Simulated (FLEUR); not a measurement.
# Magnetic state of Fe3Ge from several starts

Does Fe3Ge prefer parallel or opposed moments?

Main program and level: FLEUR MaX-R8.1; PBEsol; all-electron FLAPW, Dirac cores, scalar-relativistic bands.

Most raw output is cut from this account.

## (1) The starting structure

It takes space group Pm-3m (No. 221, cubic). The conventional cell has a = 3.661 Å, b = 3.661 Å, c = 3.661 Å, α = 90.00°, β = 90.00°, γ = 90.00°. Nearest to Fe lie 4 Ge at 2.59 Å and 8 Fe at 2.59 Å. Ge has 12 Fe at 2.59 Å nearest. Farther neighbours are not listed.

The cell comes from a database of computed structures and need not be the stable phase.

## (2) Run 1 (ferro +++)

The parallel start comes first: it shows whether parallel moments hold.

inpgen writes inp.xml from crystal.txt; cutoffs, mixing, functional, smearing and local orbitals are then set in the file. The k list default-1 (kpts.xml, not shown) is a Γ-centred 8×8×8 mesh; where the ranks do not divide the number of points, some are split in two of half the weight.

Contents of inp.xml:

```
<?xml version="1.0" encoding="UTF-8" standalone="no"?>
<fleurInput fleurInputVersion="0.39">
   <comment>
      Fe3Ge
   </comment>
   <calculationSetup>
      <cutoffs Kmax="3.6" Gmax="10.8" GmaxXC="10.8" numbands="0"/>
      <scfLoop itmax="90" minDistance="0.00002" maxIterBroyd="15" imix="Anderson" alpha="0.05" precondParam="0.0" spinf="2.0" sdNocoIR="T"/>
      <coreElectrons ctail="T" frcor="F" kcrel="1" coretail_lmax="0"/>
      <xcFunctional name="PBEs" relativisticCorrections="F"/>
      <magnetism jspins="2"/>
      <soc l_soc="F" theta="0.0" phi="0.0" spav="F"/>
      <expertModes spex="0" secvar="F"/>
      <geometryOptimization l_f="F" forcealpha="1.0" forcemix="BFGS" epsdisp="0.00001" epsforce="0.00001"/>
      <ldaU l_linMix="F" mixParam="0.05" spinf="1.0"/>
   </calculationSetup>
   <cell>
      <bzIntegration valenceElectrons="62.0" mode="hist" fermiSmearingEnergy="0.00183747">
         <kPointListSelection listName="default-1"/>
         <xi:include xmlns:xi="http://www.w3.org/2001/XInclude" href="kpts.xml"> </xi:include>
      </bzIntegration>
      <xi:include xmlns:xi="http://www.w3.org/2001/XInclude" href="sym.xml"> </xi:include>
      <bulkLattice scale="1.0">
         <bravaisMatrix>
            <row-1>    6.9173434617558840     0.0000000000000000     0.0000000000000000</row-1>
            <row-2>    0.0000000000000000     6.9173434617558840     0.0000000000000000</row-2>
            <row-3>    0.0000000000000000     0.0000000000000000     6.9173434617558840</row-3>
         </bravaisMatrix>
      </bulkLattice>
   </cell>
   <atomSpecies>
      <species name="Iron (Fe) 2.800" element="Fe" atomicNumber="26">
         <mtSphere radius="2.38" gridPoints="787" logIncrement="0.016"/>
         <atomicCutoffs lmax="8" lnonsphr="6"/>
         <electronConfig flipSpins="F">
            <coreConfig>(1s1/2) (2s1/2) (2p1/2) (2p3/2)</coreConfig>
            <valenceConfig>(3s1/2) (3p1/2) (3p3/2) (4s1/2) (3d3/2) (3d5/2)</valenceConfig>
            <stateOccupation state="(3d3/2)" spinUp="1.4" spinDown="1.0"/>
            <stateOccupation state="(3d5/2)" spinUp="3.0" spinDown="0.6"/>
         </electronConfig>
         <energyParameters s="4" p="4" d="3" f="4"/>
         <lo type="SCLO" l="0" n="3" eDeriv="0"/>
         <lo type="SCLO" l="1" n="3" eDeriv="0"/>
      </species>
      <species name="Germanium (Ge)" element="Ge" atomicNumber="32">
         <mtSphere radius="2.38" gridPoints="787" logIncrement="0.016"/>
         <atomicCutoffs lmax="8" lnonsphr="6"/>
         <electronConfig flipSpins="F">
            <coreConfig>(1s1/2) (2s1/2) (2p1/2) (2p3/2) (3s1/2) (3p1/2) (3p3/2)</coreConfig>
            <valenceConfig>(4s1/2) (3d3/2) (3d5/2) (4p1/2) (4p3/2)</valenceConfig>
            <stateOccupation state="(4p1/2)" spinUp="0.333333" spinDown="0.333333"/>
            <stateOccupation state="(4p3/2)" spinUp="0.666667" spinDown="0.666667"/>
         </electronConfig>
         <energyParameters s="4" p="4" d="3" f="4"/>
      </species>
   </atomSpecies>
   <atomGroups>
      <atomGroup species="Iron (Fe) 2.800">
         <relPos label="                   1">.0000000000 1.000/2.000 1.000/2.000</relPos>
         <relPos label="                   2">1.000/2.000 1.000/2.000 .0000000000</relPos>
         <relPos label="                   3">1.000/2.000 .0000000000 1.000/2.000</relPos>
         <force calculate="T" relaxXYZ="TTT"/>
      </atomGroup>
      <atomGroup species="Germanium (Ge)">
         <relPos label="                   4">.0000000000 .0000000000 .0000000000</relPos>
         <force calculate="T" relaxXYZ="TTT"/>
      </atomGroup>
   </atomGroups>
   <output dos="F" band="F" slice="F">
      <bandDOS minEnergy="-.5*Htr" maxEnergy="0.5*Htr" sigma="0.015" storeEVData="T"/>
      <plotting iplot="0" polar="F">
         <plot TwoD="T" vec1="  1.0  0.0  0.0" vec2="  0.0  1.0  0.0" vec3="  0.0  0.0  1.0" zero="  0.0  0.0  0.0" file="plot"/>
      </plotting>
      <moessbauerParams electricFieldGradient="F" isomerShift="T" coreHyperfine="T" valenceHyperfine="T"/>
   </output>
</fleurInput>
```

Contents of crystal.txt:

```
Fe3Ge
&input film=F cartesian=F /
3.66050052000  0.00000000000  0.00000000000
0.00000000000  3.66050052000  0.00000000000
0.00000000000  0.00000000000  3.66050052000
1.8897261246
1.0 1.0 1.0

4
26 0.00000000000  0.50000000000  0.50000000000 : 2.800
26 0.50000000000  0.50000000000  0.00000000000 : 2.800
26 0.50000000000  0.00000000000  0.50000000000 : 2.800
32 0.00000000000  0.00000000000  0.00000000000

&kpt div1=8 div2=8 div3=8 gamma=T /
```

Command:

```sh
> OMP_NUM_THREADS=1 inpgen -f crystal.txt > inpgen.log  # inp.xml is then edited as shown
> OMP_NUM_THREADS=1 mpirun -n 4 fleur_MPI > fleur.log
```

The job ended after 39 s (4 MPI ranks of Arm Neoverse N1, shared host; peak memory 0.22 GiB; 2.6 min of CPU time).

Spin moment in the muffin-tin sphere by atom:

```csv
atom,spin moment in the muffin-tin sphere (μB)
Fe1,2.25
Fe2,2.25
Fe3,2.25
Ge4,-0.13
```

Read from the output:

- free energy: -160887.1070 eV
- program's band gap on this mesh (in a metal only a level spacing): 0.02034 eV
- magnetization: 6.545 μB
- final state: ferromagnetic, with opposed induced moments

After 23 cycles the largest moment stands at 2.25 μB.

## (3) Order 2, typed as ferri ++-

Reversing part of the moments tests the sign of the couplings between them.

Changes to inp.xml since step 2:

```diff
@@ -44,2 +44,15 @@
       </species>
+      <species name="Iron (Fe) -2.800" element="Fe" atomicNumber="26">
+         <mtSphere radius="2.38" gridPoints="787" logIncrement="0.016"/>
+         <atomicCutoffs lmax="8" lnonsphr="6"/>
+         <electronConfig flipSpins="F">
+            <coreConfig>(1s1/2) (2s1/2) (2p1/2) (2p3/2)</coreConfig>
+            <valenceConfig>(3s1/2) (3p1/2) (3p3/2) (4s1/2) (3d3/2) (3d5/2)</valenceConfig>
+            <stateOccupation state="(3d3/2)" spinUp="1.0" spinDown="1.4"/>
+            <stateOccupation state="(3d5/2)" spinUp="0.6" spinDown="3.0"/>
+         </electronConfig>
+         <energyParameters s="4" p="4" d="3" f="4"/>
+         <lo type="SCLO" l="0" n="3" eDeriv="0"/>
+         <lo type="SCLO" l="1" n="3" eDeriv="0"/>
+      </species>
       <species name="Germanium (Ge)" element="Ge" atomicNumber="32">
@@ -60,2 +73,5 @@
          <relPos label="                   2">1.000/2.000 1.000/2.000 .0000000000</relPos>
+         <force calculate="T" relaxXYZ="TTT"/>
+      </atomGroup>
+      <atomGroup species="Iron (Fe) -2.800">
          <relPos label="                   3">1.000/2.000 .0000000000 1.000/2.000</relPos>
```

Changes to crystal.txt since step 2:

```diff
@@ -11,3 +11,3 @@
 26 0.50000000000  0.50000000000  0.00000000000 : 2.800
-26 0.50000000000  0.00000000000  0.50000000000 : 2.800
+26 0.50000000000  0.00000000000  0.50000000000 : -2.800
 32 0.00000000000  0.00000000000  0.00000000000
```

Run time: 2.4 min. Hardware: 4 MPI ranks; peak memory 0.27 GiB.

Spin moment in the muffin-tin sphere by atom:

```csv
atom,spin moment in the muffin-tin sphere (μB)
Fe1,2.21
Fe2,2.21
Fe3,-1.93
Ge4,-0.03
```

This step gave:

* free energy: -160886.4968 eV
* program's band gap on this mesh (in a metal only a level spacing): 9.01e-5 eV
* magnetization: 2.442 μB
* final state: ferrimagnetic

It lies 203 meV a seeded atom over the first start, and its largest moment is 2.21 μB against 2.25 μB.

## (4) Order 3, typed as no spin polarisation

Without spin polarisation no moment can form, so the difference from the other runs is what forming moments gains.

Changes to inp.xml since step 3:

```diff
@@ -10,3 +10,3 @@
       <xcFunctional name="PBEs" relativisticCorrections="F"/>
-      <magnetism jspins="2"/>
+      <magnetism jspins="1"/>
       <soc l_soc="F" theta="0.0" phi="0.0" spav="F"/>
@@ -31,3 +31,3 @@
    <atomSpecies>
-      <species name="Iron (Fe) 2.800" element="Fe" atomicNumber="26">
+      <species name="Iron (Fe)" element="Fe" atomicNumber="26">
          <mtSphere radius="2.38" gridPoints="787" logIncrement="0.016"/>
@@ -37,17 +37,4 @@
             <valenceConfig>(3s1/2) (3p1/2) (3p3/2) (4s1/2) (3d3/2) (3d5/2)</valenceConfig>
-            <stateOccupation state="(3d3/2)" spinUp="1.4" spinDown="1.0"/>
-            <stateOccupation state="(3d5/2)" spinUp="3.0" spinDown="0.6"/>
-         </electronConfig>
-         <energyParameters s="4" p="4" d="3" f="4"/>
-         <lo type="SCLO" l="0" n="3" eDeriv="0"/>
-         <lo type="SCLO" l="1" n="3" eDeriv="0"/>
-      </species>
-      <species name="Iron (Fe) -2.800" element="Fe" atomicNumber="26">
-         <mtSphere radius="2.38" gridPoints="787" logIncrement="0.016"/>
-         <atomicCutoffs lmax="8" lnonsphr="6"/>
-         <electronConfig flipSpins="F">
-            <coreConfig>(1s1/2) (2s1/2) (2p1/2) (2p3/2)</coreConfig>
-            <valenceConfig>(3s1/2) (3p1/2) (3p3/2) (4s1/2) (3d3/2) (3d5/2)</valenceConfig>
-            <stateOccupation state="(3d3/2)" spinUp="1.0" spinDown="1.4"/>
-            <stateOccupation state="(3d5/2)" spinUp="0.6" spinDown="3.0"/>
+            <stateOccupation state="(3d3/2)" spinUp="1.200000" spinDown="1.200000"/>
+            <stateOccupation state="(3d5/2)" spinUp="1.800000" spinDown="1.800000"/>
          </electronConfig>
@@ -70,8 +57,5 @@
    <atomGroups>
-      <atomGroup species="Iron (Fe) 2.800">
+      <atomGroup species="Iron (Fe)">
          <relPos label="                   1">.0000000000 1.000/2.000 1.000/2.000</relPos>
          <relPos label="                   2">1.000/2.000 1.000/2.000 .0000000000</relPos>
-         <force calculate="T" relaxXYZ="TTT"/>
-      </atomGroup>
-      <atomGroup species="Iron (Fe) -2.800">
          <relPos label="                   3">1.000/2.000 .0000000000 1.000/2.000</relPos>
```

Contents of crystal.txt:

```
Fe3Ge
&input film=F cartesian=F /
3.66050052000  0.00000000000  0.00000000000
0.00000000000  3.66050052000  0.00000000000
0.00000000000  0.00000000000  3.66050052000
1.8897261246
1.0 1.0 1.0

4
26 0.00000000000  0.50000000000  0.50000000000
26 0.50000000000  0.50000000000  0.00000000000
26 0.50000000000  0.00000000000  0.50000000000
32 0.00000000000  0.00000000000  0.00000000000

&kpt div1=8 div2=8 div3=8 gamma=T /
```

Wall time 2 s (4 MPI ranks); peak memory 0.08 GiB.

The run ended without a usable result.

## (5) The states side by side

Free energies are divided by the number of seeded atoms.

Orders:

```csv
start,final state,typed order kept,energy over the lowest (meV a seeded atom),largest sphere moment (μB),net moment (μB a primitive cell),mesh matched,CPU time (s)
ferro +++,"ferromagnetic, with opposed induced moments",yes,0,2.254,6.545,yes,156.8
ferri ++-,ferrimagnetic,yes,203.4,2.211,2.442,yes,579.7
```

## (6) Spin–orbit coupling, moments along [001]

Spin–orbit coupling ties the spins to the lattice and lets orbital moments form.

A new self-consistent run of the start ferro +++, with the moments along z.

Changes to inp.xml since step 2:

```diff
@@ -6,3 +6,3 @@
    <calculationSetup>
-      <cutoffs Kmax="3.6" Gmax="10.8" GmaxXC="10.8" numbands="0"/>
+      <cutoffs Kmax="3.6" Gmax="10.8" GmaxXC="10.8" numbands="142"/>
       <scfLoop itmax="90" minDistance="0.00002" maxIterBroyd="15" imix="Anderson" alpha="0.05" precondParam="0.0" spinf="2.0" sdNocoIR="T"/>
@@ -11,3 +11,3 @@
       <magnetism jspins="2"/>
-      <soc l_soc="F" theta="0.0" phi="0.0" spav="F"/>
+      <soc l_soc="T" theta="0.0" phi="0.0" spav="F"/>
       <expertModes spex="0" secvar="F"/>
@@ -59,4 +59,7 @@
          <relPos label="                   1">.0000000000 1.000/2.000 1.000/2.000</relPos>
+         <relPos label="                   3">1.000/2.000 .0000000000 1.000/2.000</relPos>
+         <force calculate="T" relaxXYZ="TTT"/>
+      </atomGroup>
+      <atomGroup species="Iron (Fe) 2.800">
          <relPos label="                   2">1.000/2.000 1.000/2.000 .0000000000</relPos>
-         <relPos label="                   3">1.000/2.000 .0000000000 1.000/2.000</relPos>
          <force calculate="T" relaxXYZ="TTT"/>
```

Changes to crystal.txt since step 2:

```diff
@@ -14,2 +14,3 @@
 
+&soc 0.0000000 0.0000000 /
 &kpt div1=8 div2=8 div3=8 gamma=T /
```

Wall time 7.3 min (4 MPI ranks); peak memory 0.54 GiB; 29 min of CPU time.

Spin moment in the muffin-tin sphere by atom:

```csv
atom,spin moment in the muffin-tin sphere (μB)
Fe1,2.25
Fe2,2.25
Fe3,2.25
Ge4,-0.13
```

This step gave:

```yaml
free_energy: -160887.1606 eV
program_s_band_gap_on_this_mesh_in_a_metal_only_a_level_spacing: 0.008578 eV
magnetization: 6.542 μB
final_state: ferromagnetic, with opposed induced moments
orbital_moment_along_the_spin: 0.0546 μB
```

Orbital moment in the sphere, along the spin axis by atom:

```csv
atom,"orbital moment in the sphere, along the spin axis (μB)"
Fe1,0.0546
Fe2,0.0606
Fe3,0.0546
Ge4,-0.0006
```

Fields along z, the direction of positive moments; semicore shells count as valence. Hyperfine fields at the nuclei:

```csv
atom,core contact (T),valence contact (T),dipolar (T),orbital (T),sum (T),density at the nucleus (e/bohr³)
Fe1,-56.42,34.76,-0.3885,2.976,-19.07,15119
Fe2,-56.41,34.76,0.7825,3.315,-17.55,15119
Fe3,-56.42,34.76,-0.3885,2.976,-19.07,15119
Ge4,0.3409,8.043,0.001705,0.2587,8.645,31866
```

## (7) Outcome

```yaml
lowest_state_found: ferromagnetic (typed ferro +++)
largest_site_spin_moment: 2.25 μB
next_finished_state: ferrimagnetic, 203 meV a seeded atom higher
hyperfine_field_at_fe1_along_its_moment: -19.1 T
orbital_moment_on_the_atom_of_largest_spin_along_its_spin_spin_orbit_run: 0.0546 μB
```

The lowest state found is ferromagnetic, reached from the start ferro +++, with moments up to 2.25 μB. The next finished state costs 203 meV a seeded atom. 1 start gave no converged result and is missing from the ranking; a lower order may hide there. At Fe1 the core shells give -56.4 T and the valence and semicore s states 34.8 T along the moment, -9.62 T per μB together; orbital and dipolar parts add 2.6 T. Semilocal functionals tend to give too weak a core polarisation. The orbital moment is parallel to the spin. Only 3 starts were tried; other patterns of signs, canted and longer-period orders were not.

[Logs and program files are shortened in this print: banners, set-up blocks, solver, clock and traceback lines can be left out without a mark of their own.]

[Logs are printed without paths, hosts, clocks, repeated set-up lines and the standing remarks that a program may print on its own settings, such as how far it seeks lower states.]

[Hosts, paths, dates, database ids (printed as entryN), source tags and the programs' standing remarks are cut or masked in the printed files.]

[Where a cell is said to come from a database of computed structures, the database is the Materials Project.]
